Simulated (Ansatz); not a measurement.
# BiAs (model cell, started as zinc blende): following an unstable mode, part 2 of 3

Wanted: the energy along a soft mode of BiAs (model cell, started as zinc blende) and the structure at the end.

Ansatz 0.2.0; DFT PBEsol, scalar-relativistic, plane waves, PAW.

So far, highest frequency on the path or at a solved wavevector (cm⁻¹): step 2 (response at finite wavevector) 158. Also lowest frequency on the path (cm⁻¹): step 2 -35.7.

The structure was built from a prototype and need not be the compound's stable phase.

**4. The mode frozen in, largest atomic shift 0.6 Å**

The atoms are moved along the unstable eigenvector, the largest shift by 0.6 Å, with the cell fixed.

File input.yaml:

```yaml
crystal:
  lattice:
    - [0.0, -3.2992007818, -3.2992007818]
    - [0.0, 3.2992007818, -3.2992007818]
    - [13.1968031271, 0.0, 0.0]
  atoms:
    - { symbol: Bi, position: [0.5774066518, 0.5178674378, 0.25] }
    - { symbol: Bi, position: [0.4225933482, 0.4821325622, 0.75] }
    - { symbol: Bi, position: [0.0178674378, 0.0774066518, 0.0] }
    - { symbol: Bi, position: [-0.0178674378, -0.0774066518, 0.5] }
    - { symbol: As, position: [-0.0909311133, 0.5909311133, 0.875] }
    - { symbol: As, position: [0.0909311133, 0.4090688867, 0.375] }
    - { symbol: As, position: [0.4679539551, -0.0320460449, 0.625] }
    - { symbol: As, position: [0.5320460449, 0.0320460449, 0.125] }
kpoints:
  mp_grid: { grid: [8, 8, 4] }
hamiltonian:
  xc: pbesol
scf:
  occupations: { method: methfessel_paxton, width: 0.15 }
output:
  forces: true
  stress: true
  eigenvalues: true
```

Command:

```sh
> ansatz run input.yaml --threads 4 --pin off --max-ram 7168MiB --backend cpu --events-out ev --progress --plain --runs-dir out
```

Numbers of over 12 decimals in the logs are rounded to 6 here.

The log of the run:

```text
[...]
Crystal: 8 atoms, lattice volume = 287.287 Å³
Basis set: ecut = 420 eV, 5573 PW (Γ), exchange–correlation on 64×64×180 points (8 copies of the dense FFT grid, shifted against one another)
Bands: 72, of which v1, the nominal top of the filled ones, is band 60 counted from 1 (59 counted from 0)
Symmetry: 4 space group operations
[...]
k-points: 63 of 256 (time reversal used)
[...]
k-point 0: bands = [... 56 lower, 5.4983, 6.2051, 6.3189, 6.3211, 6.4054, 6.7648, 6.9089, 7.9010, ... 8 higher]
  k-point 1: bands = [... 56 lower, 5.6474, 6.1651, 6.3053, 6.3255, 6.4455, 6.6093, 7.1201, 7.7454, ... 8 higher]
  k-point 2: bands = [... 56 lower, 5.9500, 5.9500, 6.3257, 6.3257, 6.4920, 6.4920, 7.4324, 7.4324, ... 8 higher]
  k-point 62: bands = [... 56 lower, 6.1768, 6.1768, 6.6946, 6.6946, 7.1021, 7.1021, 7.6107, 7.6107, ... 8 higher]
[key lines of the parts left out:]
SCF converged after 7 iterations
Free energy (F): -68217.941613 eV
Fermi energy:    6.923286 eV
P = ⅓ Tr σ = -1.1980 GPa (-11.980 kbar)
```

The job ended after 31 s (4 threads of Arm Neoverse V1, shared host; peak memory 1.2 GiB).

Numbers from this step:

| Item | Value |
| --- | --- |
| pressure | -1.198 GPa |
| energy from the undistorted cell | -24.52 meV/atom |

The energy, extrapolated to zero smearing, is -24.52 meV/atom against the undistorted cell.

The run ends at a pressure of -1.20 GPa, with forces up to 0.36 eV/Å.

**5. Energy along the mode, all amplitudes (two of the runs are shown above)**

An imaginary frequency means negative curvature, so the energy should fall and then rise again as anharmonic terms take over.

This step gave:

* depth at the lowest point sampled: 24.52 meV/atom
* largest atomic shift at that point: 0.6 Å

The energy from the parent by largest atomic shift:

```
largest atomic shift (Å)  energy from the parent (meV/atom)
                   0.000                                  0
                   0.040                             -0.262
                   0.080                              -1.02
                   0.140                              -2.91
                   0.220                              -6.40
                   0.320                              -11.7
                   0.450                              -18.6
                   0.600                              -24.5
```

Displacement at unit largest shift by atom:

```
atom  x (Å)  y (Å)  z (Å)  size
 Bi1   0.00  -0.33  -0.52  0.62
 Bi2   0.00   0.33   0.52  0.62
 Bi3   0.00   0.33  -0.52  0.62
 Bi4   0.00  -0.33   0.52  0.62
 As5   0.00   1.00   0.00  1.00
 As6   0.00  -1.00   0.00  1.00
 As7   0.00   0.00   0.35  0.35
 As8   0.00   0.00  -0.35  0.35
```

The lowest of the steps tried is the last one, at 0.6 Å, 24.5 meV/atom below the parent; the bottom of the well need not coincide with a step.

**6. Relaxing from the distorted cell**

Starting from the lowest point found, all atoms and the cell are let go, so that strain and other modes of the same symmetry can join in.

Edit input.yaml of step 4 so:

```diff
@@ -24 +24,6 @@
   eigenvalues: true
+relax:
+  adjacent_minimum: "off"
+  f_tol: 0.002
+  max_steps: 120
+  cell: { stress_tol: 0.03 }
```

The log of the run:

```text
[...]
Crystal: 8 atoms, lattice volume = 287.287 Å³
Basis set: ecut = 420 eV, 5573 PW (Γ), exchange–correlation on 64×64×180 points (8 copies of the dense FFT grid, shifted against one another)
Bands: 72, of which v1, the nominal top of the filled ones, is band 60 counted from 1 (59 counted from 0)
Symmetry: 4 space group operations
[...]
k-points: 63 of 256 (time reversal used)
[...]
SCF iter   1: F=—  HF=-68217.948772 eV  |F-HF|=—  |Δ(HF+E_count)|=         —  Δρ=2.19e-3  dr2=2.35e-2  ethr=1.77e-3  ⟨swp⟩=6.1  Hψ=16756  notcnv=0
[...]
SCF iter   7: F=-68217.941613 eV  HF=-68217.941613 eV  |F-HF|=1.67e-9  |Δ(HF+E_count)|=   1.23e-8  S|Δr|=    0.00e0  Δρ=1.28e-6  dr2=5.05e-9  ethr=8.33e-11  ⟨swp⟩=4.0  Hψ=14891  notcnv=0
SCF 1 converged in 7 iterations: F = -68217.941613 eV  dr2 = 5.05e-9
[...]
relax step   1: F+E_penalty+E_count = -68217.94161262 eV  Δ(F+E_penalty+E_count) = +0.000e0 eV  max|allowed force component| = 2.915e-1 eV/Å  Δτ_max = 0.0000 Å  P = -1.198 GPa  Ω = 287.287 Å³  (7 SCF iters, dr2 threshold 1.00e-7 eV, accepted)
Crystal: 8 atoms, lattice volume = 270.975 Å³
Basis set: ecut = 420 eV, 5331 PW (Γ), exchange–correlation on 64×64×180 points (8 copies of the dense FFT grid, shifted against one another)
[...]
SCF iter   6: F=-68218.104924 eV  HF=-68218.104924 eV  |F-HF|=1.05e-9  |Δ(HF+E_count)|=   3.08e-7  S|Δr|=    0.00e0  Δρ=6.11e-6  dr2=1.14e-7  ethr=6.67e-10  ⟨swp⟩=7.0  Hψ=20419  notcnv=0
SCF 2 converged in 6 iterations: F = -68218.104924 eV  dr2 = 1.14e-7
relax step   2: F+E_penalty+E_count = -68218.10492357 eV  Δ(F+E_penalty+E_count) = -1.633e-1 eV  max|allowed force component| = 4.706e-1 eV/Å  Δτ_max = 0.1908 Å  P = +0.665 GPa  Ω = 270.975 Å³  energy of the carried Pulay correction = +2.100e-3 eV  (6 SCF iters, dr2 threshold 8.00e-7 eV, accepted)
Crystal: 8 atoms, lattice volume = 269.072 Å³
Basis set: ecut = 420 eV, 5267 PW (Γ), exchange–correlation on 64×64×180 points (8 copies of the dense FFT grid, shifted against one another)
[...]
SCF iter   6: F=-68218.230321 eV  HF=-68218.230321 eV  |F-HF|=5.01e-8  |Δ(HF+E_count)|=   5.11e-8  S|Δr|=    0.00e0  Δρ=5.49e-6  dr2=1.14e-7  ethr=6.67e-10  ⟨swp⟩=7.0  Hψ=19913  notcnv=0
SCF 3 converged in 6 iterations: F = -68218.230321 eV  dr2 = 1.14e-7
[...]
relax step   3: F+E_penalty+E_count = -68218.23032136 eV  Δ(F+E_penalty+E_count) = -1.254e-1 eV  max|allowed force component| = 1.583e-1 eV/Å  Δτ_max = 0.1947 Å  P = -0.404 GPa  Ω = 269.072 Å³  energy of the carried Pulay correction = +2.352e-3 eV  (6 SCF iters, dr2 threshold 8.00e-7 eV, accepted)
[... from here on, the SCF cycles and remarks between the steps are left out ...]
relax step   4: F+E_penalty+E_count = -68218.32113084 eV  Δ(F+E_penalty+E_count) = -9.081e-2 eV  max|allowed force component| = 4.750e-2 eV/Å  Δτ_max = 0.1991 Å  P = -0.356 GPa  Ω = 260.158 Å³  energy of the carried Pulay correction = +3.561e-3 eV  (6 SCF iters, dr2 threshold 8.00e-7 eV, accepted)
relax step   5: F+E_penalty+E_count = -68218.40912974 eV  Δ(F+E_penalty+E_count) = -8.800e-2 eV  max|allowed force component| = 9.780e-2 eV/Å  Δτ_max = 0.1624 Å  P = -0.031 GPa  Ω = 251.508 Å³  energy of the carried Pulay correction = +4.772e-3 eV  (5 SCF iters, dr2 threshold 8.00e-7 eV, accepted)
relax step   6: F+E_penalty+E_count = -68218.49368478 eV  Δ(F+E_penalty+E_count) = -8.456e-2 eV  max|allowed force component| = 1.427e-1 eV/Å  Δτ_max = 0.0938 Å  P = +0.290 GPa  Ω = 244.470 Å³  energy of the carried Pulay correction = +5.787e-3 eV  (6 SCF iters, dr2 threshold 8.00e-7 eV, accepted)
relax step   7: F+E_penalty+E_count = -68218.61025862 eV  Δ(F+E_penalty+E_count) = -1.166e-1 eV  max|allowed force component| = 1.893e-1 eV/Å  Δτ_max = 0.0753 Å  P = +0.269 GPa  Ω = 239.226 Å³  energy of the carried Pulay correction = +6.560e-3 eV  (6 SCF iters, dr2 threshold 8.00e-7 eV, accepted)
relax step   8: F+E_penalty+E_count = -68218.74023756 eV  Δ(F+E_penalty+E_count) = -1.300e-1 eV  max|allowed force component| = 2.828e-1 eV/Å  Δτ_max = 0.0899 Å  P = +0.449 GPa  Ω = 232.829 Å³  energy of the carried Pulay correction = +7.525e-3 eV  (6 SCF iters, dr2 threshold 8.00e-7 eV, accepted)
relax step   9: F+E_penalty+E_count = -68218.89623376 eV  Δ(F+E_penalty+E_count) = -1.560e-1 eV  max|allowed force component| = 2.764e-1 eV/Å  Δτ_max = 0.1758 Å  P = +0.572 GPa  Ω = 227.272 Å³  energy of the carried Pulay correction = +8.383e-3 eV  (8 SCF iters, dr2 threshold 8.00e-7 eV, accepted)
relax step  10: F+E_penalty+E_count = -68218.82505277 eV  Δ(F+E_penalty+E_count) = +7.118e-2 eV  max|allowed force component| = 6.900e-1 eV/Å  Δτ_max = 0.1953 Å  P = -0.143 GPa  Ω = 229.211 Å³  energy of the carried Pulay correction = +8.082e-3 eV  (8 SCF iters, dr2 threshold 8.00e-7 eV, rejected (line search))
relax step  11: F+E_penalty+E_count = -68218.97551644 eV  Δ(F+E_penalty+E_count) = -7.928e-2 eV  max|allowed force component| = 2.202e-1 eV/Å  Δτ_max = 0.0975 Å  P = -0.213 GPa  Ω = 230.523 Å³  energy of the carried Pulay correction = +7.879e-3 eV  (13 SCF iters, accepted)
relax step  12: F+E_penalty+E_count = -68219.05445037 eV  Δ(F+E_penalty+E_count) = -7.893e-2 eV  max|allowed force component| = 2.101e-1 eV/Å  Δτ_max = 0.0966 Å  P = -0.047 GPa  Ω = 229.347 Å³  energy of the carried Pulay correction = +8.061e-3 eV  (7 SCF iters, dr2 threshold 8.00e-7 eV, accepted)
relax step  13: F+E_penalty+E_count = -68219.15833023 eV  Δ(F+E_penalty+E_count) = -1.039e-1 eV  max|allowed force component| = 1.943e-1 eV/Å  Δτ_max = 0.1462 Å  P = -0.042 GPa  Ω = 228.903 Å³  energy of the carried Pulay correction = +8.129e-3 eV  (6 SCF iters, dr2 threshold 8.00e-7 eV, accepted)
relax step  14: F+E_penalty+E_count = -68219.29489668 eV  Δ(F+E_penalty+E_count) = -1.366e-1 eV  max|allowed force component| = 1.863e-1 eV/Å  Δτ_max = 0.1950 Å  P = -0.145 GPa  Ω = 227.533 Å³  energy of the carried Pulay correction = +8.343e-3 eV  (7 SCF iters, dr2 threshold 8.00e-7 eV, accepted)
relax step  15: F+E_penalty+E_count = -68219.42173448 eV  Δ(F+E_penalty+E_count) = -1.268e-1 eV  max|allowed force component| = 1.829e-1 eV/Å  Δτ_max = 0.1951 Å  P = -0.098 GPa  Ω = 224.938 Å³  energy of the carried Pulay correction = +8.749e-3 eV  (7 SCF iters, dr2 threshold 8.00e-7 eV, accepted)
relax step  16: F+E_penalty+E_count = -68219.53163501 eV  Δ(F+E_penalty+E_count) = -1.099e-1 eV  max|allowed force component| = 1.563e-1 eV/Å  Δτ_max = 0.1937 Å  P = -0.026 GPa  Ω = 221.862 Å³  energy of the carried Pulay correction = +9.236e-3 eV  (7 SCF iters, dr2 threshold 8.00e-7 eV, accepted)
relax step  17: F+E_penalty+E_count = -68219.61754554 eV  Δ(F+E_penalty+E_count) = -8.591e-2 eV  max|allowed force component| = 1.221e-1 eV/Å  Δτ_max = 0.1931 Å  P = -0.121 GPa  Ω = 218.764 Å³  energy of the carried Pulay correction = +9.733e-3 eV  (6 SCF iters, dr2 threshold 8.00e-7 eV, accepted)
relax step  18: F+E_penalty+E_count = -68219.58663545 eV  Δ(F+E_penalty+E_count) = +3.091e-2 eV  max|allowed force component| = 4.227e-1 eV/Å  Δτ_max = 0.1963 Å  P = +1.342 GPa  Ω = 212.857 Å³  energy of the carried Pulay correction = +1.070e-2 eV  (7 SCF iters, dr2 threshold 8.00e-7 eV, rejected (line search))
relax step  19: F+E_penalty+E_count = -68219.65533684 eV  Δ(F+E_penalty+E_count) = -3.779e-2 eV  max|allowed force component| = 9.767e-2 eV/Å  Δτ_max = 0.0981 Å  P = -0.016 GPa  Ω = 216.993 Å³  energy of the carried Pulay correction = +1.002e-2 eV  (12 SCF iters, accepted)
relax step  20: F+E_penalty+E_count = -68219.68491136 eV  Δ(F+E_penalty+E_count) = -2.957e-2 eV  max|allowed force component| = 1.016e-1 eV/Å  Δτ_max = 0.0975 Å  P = -0.218 GPa  Ω = 216.310 Å³  energy of the carried Pulay correction = +1.013e-2 eV  (7 SCF iters, dr2 threshold 5.96e-7 eV, accepted)
relax step  21: F+E_penalty+E_count = -68219.70566137 eV  Δ(F+E_penalty+E_count) = -2.075e-2 eV  max|allowed force component| = 2.645e-1 eV/Å  Δτ_max = 0.1464 Å  P = +0.651 GPa  Ω = 212.202 Å³  energy of the carried Pulay correction = +1.081e-2 eV  (7 SCF iters, dr2 threshold 6.45e-7 eV, accepted)
relax step  22: F+E_penalty+E_count = -68219.75550042 eV  Δ(F+E_penalty+E_count) = -4.984e-2 eV  max|allowed force component| = 3.704e-2 eV/Å  Δτ_max = 0.2000 Å  P = +0.090 GPa  Ω = 212.369 Å³  energy of the carried Pulay correction = +1.078e-2 eV  (5 SCF iters, dr2 threshold 8.00e-7 eV, accepted)
relax step  23: F+E_penalty+E_count = -68219.76266807 eV  Δ(F+E_penalty+E_count) = -7.168e-3 eV  max|allowed force component| = 1.529e-2 eV/Å  Δτ_max = 0.0942 Å  P = -0.028 GPa  Ω = 212.373 Å³  energy of the carried Pulay correction = +1.078e-2 eV  (5 SCF iters, dr2 threshold 8.57e-8 eV, accepted)
relax step  24: F+E_penalty+E_count = -68219.76340825 eV  Δ(F+E_penalty+E_count) = -7.402e-4 eV  max|allowed force component| = 4.203e-2 eV/Å  Δτ_max = 0.0737 Å  P = +0.168 GPa  Ω = 211.674 Å³  energy of the carried Pulay correction = +1.089e-2 eV  (7 SCF iters, dr2 threshold 1.46e-8 eV, accepted)
relax step  25: F+E_penalty+E_count = -68219.76368905 eV  Δ(F+E_penalty+E_count) = -2.808e-4 eV  max|allowed force component| = 3.061e-2 eV/Å  Δτ_max = 0.0111 Å  P = -0.065 GPa  Ω = 212.452 Å³  energy of the carried Pulay correction = +1.076e-2 eV  (5 SCF iters, dr2 threshold 2.20e-7 eV, accepted)
relax step  26: F+E_penalty+E_count = -68219.76418274 eV  Δ(F+E_penalty+E_count) = -4.937e-4 eV  max|allowed force component| = 1.292e-3 eV/Å  Δτ_max = 0.0092 Å  P = +0.003 GPa  Ω = 212.219 Å³  energy of the carried Pulay correction = +1.080e-2 eV  (4 SCF iters, dr2 threshold 8.58e-8 eV, accepted)
relax step  27: F+E_penalty+E_count = -68219.76419437 eV  Δ(F+E_penalty+E_count) = -1.164e-5 eV  max|allowed force component| = 5.551e-4 eV/Å  Δτ_max = 0.0061 Å  P = +0.002 GPa  Ω = 212.224 Å³  energy of the carried Pulay correction = +1.080e-2 eV  (6 SCF iters, accepted)
relax step  28: F+E_penalty+E_count = -68219.76496212 eV  Δ(F+E_penalty+E_count) = -7.678e-4 eV  max|allowed force component| = 5.553e-4 eV/Å  Δτ_max = 0.0000 Å  P = +0.026 GPa  Ω = 212.224 Å³  stress off target by 5.82e-2 GPa  SCF on the basis re-selected at this cell (its energy is not comparable with the rows above)  (8 SCF iters)
relax step  29: F+E_penalty+E_count = -68219.76501669 eV  Δ(F+E_penalty+E_count) = -5.457e-5 eV  max|allowed force component| = 2.032e-3 eV/Å  Δτ_max = 0.0042 Å  P = -0.003 GPa  Ω = 212.299 Å³  energy of the carried Pulay correction = -1.373e-5 eV  (5 SCF iters, dr2 threshold 8.48e-9 eV, accepted)
relax step  30: F+E_penalty+E_count = -68219.76502436 eV  Δ(F+E_penalty+E_count) = -7.671e-6 eV  max|allowed force component| = 1.004e-4 eV/Å  Δτ_max = 0.0007 Å  P = +0.000 GPa  Ω = 212.297 Å³  energy of the carried Pulay correction = -1.325e-5 eV  (5 SCF iters, dr2 threshold 2.58e-10 eV, accepted)
[...]
SCF iter   5: F=-68219.765039 eV  HF=-68219.765039 eV  |F-HF|=2.91e-11  |Δ(HF+E_count)|=  3.64e-10  S|Δr|=    0.00e0  Δρ=1.22e-7  dr2=1.92e-11  ethr=1.00e-12  ⟨swp⟩=6.9  Hψ=21795  notcnv=0
SCF 31 converged in 5 iterations: F = -68219.765039 eV  dr2 = 1.92e-11
relax step  31: F+E_penalty+E_count = -68219.76503899 eV  Δ(F+E_penalty+E_count) = -1.462e-5 eV  max|allowed force component| = 1.004e-4 eV/Å  Δτ_max = 0.0000 Å  P = +0.000 GPa  Ω = 212.297 Å³  stress off target by 1.06e-3 GPa  SCF on the basis re-selected at this cell (its energy is not comparable with the rows above)  (5 SCF iters)
[...]
SCF converged after 5 iterations
[...]
Free energy (F): -68219.765039 eV
[...]
Internal energy: -68219.766357 eV  (E = F + TS)
E sigma→0 (E₀):  -68219.765369 eV
Entropy (-TS):   0.001318 eV (0.165 meV/atom)
Fermi energy:    10.815116 eV
[...]
--- Forces (eV/Å), atoms counted from 1 ---
  atom   1  Bi    -0.00001905     0.00010041     0.00003250
  atom   2  Bi    -0.00001905    -0.00010041    -0.00003250
  atom   3  Bi     0.00001905    -0.00010041     0.00003250
  atom   4  Bi     0.00001905     0.00010041    -0.00003250
  atom   5  As     0.00000000     0.00006901     0.00000000
  atom   6  As     0.00000000    -0.00006901     0.00000000
  atom   7  As     0.00000000     0.00000000    -0.00003160
  atom   8  As     0.00000000    -0.00000000     0.00003160
  max |Σ_I F_I| component: 6.78e-21 eV/Å
--- Stress (GPa, compression-positive) ---
       -0.001013       0.000000       0.000000
        0.000000       0.000272      -0.000000
        0.000000      -0.000000       0.001062
  P = ⅓ Tr σ = 0.0001 GPa (0.001 kbar)
--- Band table (eV; the first three rows and the last of 63) ---
  k-point 0: bands = [... 56 lower, 9.7667, 10.3009, 10.3011, 10.5756, 11.2458, 11.5237, 11.5239, 12.2793, ... 8 higher]
  k-point 1: bands = [... 56 lower, 9.9219, 10.2100, 10.2102, 10.4287, 11.4347, 11.6391, 11.6393, 12.1596, ... 8 higher]
  k-point 2: bands = [... 56 lower, 10.0120, 10.0120, 10.1715, 10.1715, 11.8192, 11.8192, 11.8976, 11.8976, ... 8 higher]
  k-point 62: bands = [... 56 lower, 9.0959, 9.0959, 9.1482, 9.1482, 11.9618, 11.9618, 12.1548, 12.1548, ... 8 higher]
--- Relaxed structure (29 steps of the walk, 27 accepted, 2 SCFs on fresh bases) ---
  F+E_penalty+E_count = -68219.76503899 eV   max|allowed force component| = 1.004e-4 eV/Å   (the final SCF, on the basis selected at the relaxed cell)
  cell:  # Å, volume = 212.2971 Å³
    - [-3.726348484295138e-17, -2.076587, -3.596610]
    - [9.847389385222068e-17, 2.076587, -3.596610]
    - [14.212502, 2.7147475738828693e-16, -1.2242081801761096e-16]
  atoms:
    - { symbol: Bi, position: [0.333395, 0.833288, 0.252526] }
    - { symbol: Bi, position: [0.666605, 0.166712, 0.752526] }
    - { symbol: Bi, position: [0.333288, -0.166605, -0.00252648] }
    - { symbol: Bi, position: [-0.333288, 0.166605, 0.497474] }
    - { symbol: As, position: [-1.8326802238344264e-5, 0.500018, 0.875] }
    - { symbol: As, position: [1.832680223842753e-5, 0.499982, 0.375000] }
    - { symbol: As, position: [0.333319, -0.166681, 0.625] }
    - { symbol: As, position: [0.666681, 0.166681, 0.125] }
```

Run time: 20 min. Hardware: 4 threads; peak memory 1.4 GiB; 79 min of CPU time.

(Part 2 of 3 ends here.)

[Logs are printed without paths, hosts, clocks, repeated set-up lines and the standing remarks that a program may print on its own settings, such as how far it seeks lower states.]

[Hosts, paths, dates, database ids (printed as entryN), source tags and the programs' standing remarks are cut or masked in the printed files.]
